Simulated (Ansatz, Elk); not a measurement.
# TiBiRu4: X-ray structure factors from the self-consistent density, part 2 of 2

The structure of TiBiRu4 used here is made up (a known structure type with other elements) and was relaxed beforehand with PBE. The aim is the Fourier transform of its all-electron density, F(hkl), set beside the sum over free spherical atoms that refinements use.

Elk 11.2.3 (patched build); all-electron DFT.

So far: The starting structure; Ground state and structure factors; The highest occupied states alone.

The structure was built from a prototype and need not be the compound's stable phase.

**4. Another try**

Level of this step: DFT, PBE, all-electron APW+lo, Dirac cores, scalar-relativistic bands, static density, no spin (Elk).

In this try the input is made faulty on purpose, to show what that does.

The input is changed as shown.

Contents of elk.in:

```
tasks
  0
  195

xctype
  20

spinpol
  .false.

rgkmax
  7.0

gmaxvr
  14.0

lmaxo
  7

lmaxapw
  8

swidth
  0.002

tshift
  .false.

ramdisk
  .false.

hmaxvr
  5.5

maxscl
  40

epspot
  1e-06

sppath
  './'

scale
  0.52917721

avec
  4.89167545850 -8.07236580909 -0.00000000000
  4.89167545850 8.07236580909 0.00000000000
  -0.00000000000 0.00000000000 8.74484208695

atoms
  3
  'Bi.in'
  1
  -0.0000000000 0.0000000000 0.0000000000   0.000000 0.000000 0.000000
  'Ru.in'
  4
  0.0000000000 0.5000000000 0.5000000000   0.000000 0.000000 0.000000
  0.5000000000 -0.0000000000 0.5000000000   0.000000 0.000000 0.000000
  0.3255070751 0.6744929249 0.0000000000   0.000000 0.000000 0.000000
  0.6744929249 0.3255070751 -0.0000000000   0.000000 0.000000 0.000000
  'Ti.in'
  1
  0.5000000000 0.5000000000 0.5000000000   0.000000 0.000000 0.000000

ngridk
  5 5 5
```

On the command line:

```
> OMP_NUM_THREADS=4 elk
```

Numbers of over 12 decimals in the logs are rounded to 6 here.

What it wrote:

```text
┌─────────────────────────┐
│ Elk code version 11.2.3 │
└─────────────────────────┘

All units are atomic (Hartree, Bohr, etc.)

┌─────────────────────────────────────────────────┐
│ Ground-state run starting from atomic densities │
└─────────────────────────────────────────────────┘

Lattice vectors :
   2.588563171      -4.271712017      -0.000000000
   2.588563171       4.271712017       0.000000000
  -0.000000000       0.000000000       4.627571137

Reciprocal lattice vectors :
   1.213643417     -0.7354411161       0.000000000
[...]
muffin-tins (core leakage)
  species : 1 (Bi)
[...]
species : 2 (Ru)
[...]
atom 3                    :    30.88966466     (  0.2111272424    )
   atom 4                    :    30.88966466     (  0.2111272424    )
  species : 3 (Ti)
   atom 1                    :    24.30160107     (  0.9387944665E-05)
 total in muffin-tins        :    232.6336929
 total calculated charge     :    256.1086339
 total charge                :    281.0000000
 error                       :    24.89136613

Error : the states hold another charge than required :    256.1086339       281.0000000
[key lines of the parts left out:]
total energy                :     -40697.167417669
```

Run time: 81 s. Hardware: 4 threads of Intel Xeon Platinum 8488C (Sapphire Rapids), shared host; peak memory 0.21 GiB.

The run ended with an error.

The fault put into the input: lattice vectors in angstrom read as bohr.

**5. Another functional**

The difference from free atoms is small, so it is set against the change that LDA (Perdew-Wang) makes.

Changes to elk.in since step 4:

```diff
@@ -5,3 +5,3 @@
 xctype
-  20
+  3
 
@@ -35,3 +35,3 @@
 maxscl
-  40
+  120
 
@@ -42,5 +42,2 @@
   './'
-
-scale
-  0.52917721
```

On the command line:

```
> OMP_NUM_THREADS=4 elk
```

What it wrote:

```text
┌─────────────────────────┐
│ Elk code version 11.2.3 │
└─────────────────────────┘

All units are atomic (Hartree, Bohr, etc.)

┌─────────────────────────────────────────────────┐
│ Ground-state run starting from atomic densities │
└─────────────────────────────────────────────────┘

Lattice vectors :
   4.891675458      -8.072365809      -0.000000000
   4.891675458       8.072365809       0.000000000
  -0.000000000       0.000000000       8.744842087

Reciprocal lattice vectors :
  0.6422324376     -0.3891786780       0.000000000
[...]
species : 1 (Bi)
[...]
species : 2 (Ru)
[...]
atom 4                    :    42.12696377     ( -0.4827670725E-05)
  species : 3 (Ti)
   atom 1                    :    20.37211517     ( -0.3506780663E-05)
 total in muffin-tins        :    270.3724322
 total calculated charge     :    280.9986300
 total charge                :    281.0000000
 error                       :   0.1370003510E-02

┌──────────────────────────────┐
│ Self-consistent loop stopped │
└──────────────────────────────┘

Warning : core states of species 1 leak from the muffin-tin :   0.6821113756E-03

Wrote STATE.OUT
[key lines of the parts left out:]
total energy                :     -40531.651004024
```

Elapsed: 34 s, on 4 threads; peak memory 0.19 GiB; 1.7 min of CPU time.

Against the first run R = 0.02 %; the largest change is -0.036 at 042.

**6. A coarser k-mesh**

About half the k-points along each axis test the sampling.

Changes to elk.in since step 5:

```diff
@@ -5,3 +5,3 @@
 xctype
-  3
+  20
 
@@ -64,2 +64,2 @@
 ngridk
-  5 5 5
+  2 2 2
```

On the command line:

```
> OMP_NUM_THREADS=4 elk
```

What it wrote:

```text
┌─────────────────────────┐
│ Elk code version 11.2.3 │
└─────────────────────────┘

All units are atomic (Hartree, Bohr, etc.)

┌─────────────────────────────────────────────────┐
│ Ground-state run starting from atomic densities │
└─────────────────────────────────────────────────┘

Lattice vectors :
   4.891675458      -8.072365809      -0.000000000
   4.891675458       8.072365809       0.000000000
  -0.000000000       0.000000000       8.744842087

Reciprocal lattice vectors :
  0.6422324376     -0.3891786780       0.000000000
[...]
species : 1 (Bi)
[...]
species : 2 (Ru)
[...]
atom 4                    :    42.13229557     (  0.6373774397E-08)
  species : 3 (Ti)
   atom 1                    :    20.34256204     ( -0.2178025014E-06)
 total in muffin-tins        :    270.2864382
 total calculated charge     :    280.9989716
 total charge                :    281.0000000
 error                       :   0.1028432793E-02

┌──────────────────────────────┐
│ Self-consistent loop stopped │
└──────────────────────────────┘

Warning : core states of species 1 leak from the muffin-tin :   0.6793085916E-03

Wrote STATE.OUT
[key lines of the parts left out:]
total energy                :     -40562.673724374
```

Run time: 30 s. Hardware: 4 threads; peak memory 0.27 GiB.

Against the first run R = 0.05 %; the largest change is +0.139 at 080.

**7. Settings against the effect**

| run | R against the first run (%) | R against neutral atoms, low angle (%) | wall time |
| --- | --- | --- | --- |
| PBE, rgkmax 7 | 0.00 | 0.51 | 56 s |
| LDA (Perdew-Wang) | 0.02 | 0.52 | 34 s |
| k-mesh 2×2×2 | 0.05 | 0.51 | 30 s |

**8. Summary of results**

```json
{"R against neutral atoms, sin θ/λ < 0.3 Å⁻¹": "0.51 %", "R against neutral atoms, 0.3 to 0.64 Å⁻¹": "0.17 %"}
```

**Reading.** Independent neutral atoms miss the calculated amplitudes by R = 0.51 % below 0.3 Å⁻¹ and 0.17 % from there to 0.64 Å⁻¹; by shells, 0.94 % below 0.15 Å⁻¹ (3 forms), 0.49 % 0.15 to 0.3 (16 forms), 0.23 % 0.3 to 0.45 (40 forms), 0.15 % above 0.45 (90 forms). Bonding, aspherical density and the tables' own atoms all enter these figures, and the runs don't part them. The largest change of an amplitude is -1.09 electrons, at 002. The window's part falls from 41.0 electrons at the origin to at most 0.53 between 0.45 and 0.64 Å⁻¹. Below 0.3 Å⁻¹ the changes that finished (LDA (Perdew-Wang) and k-mesh 2×2×2) move F by R = 0.04 % at most, against the 0.51 % that separates it from free atoms. The basis has no finished test. These runs have no spin, though d or f shells may be open. Spin-orbit coupling is left out, which can matter for elements this heavy. Part of the difference isn't bonding: the tables are fits to free atoms and ions calculated by other methods than this functional. Thermal motion, anomalous dispersion and extinction are left out.

[Logs are printed without paths, hosts, clocks, repeated set-up lines and the standing remarks that a program may print on its own settings, such as how far it seeks lower states.]

[Hosts, paths, dates, database ids (printed as entryN), source tags and the programs' standing remarks are cut or masked in the printed files.]
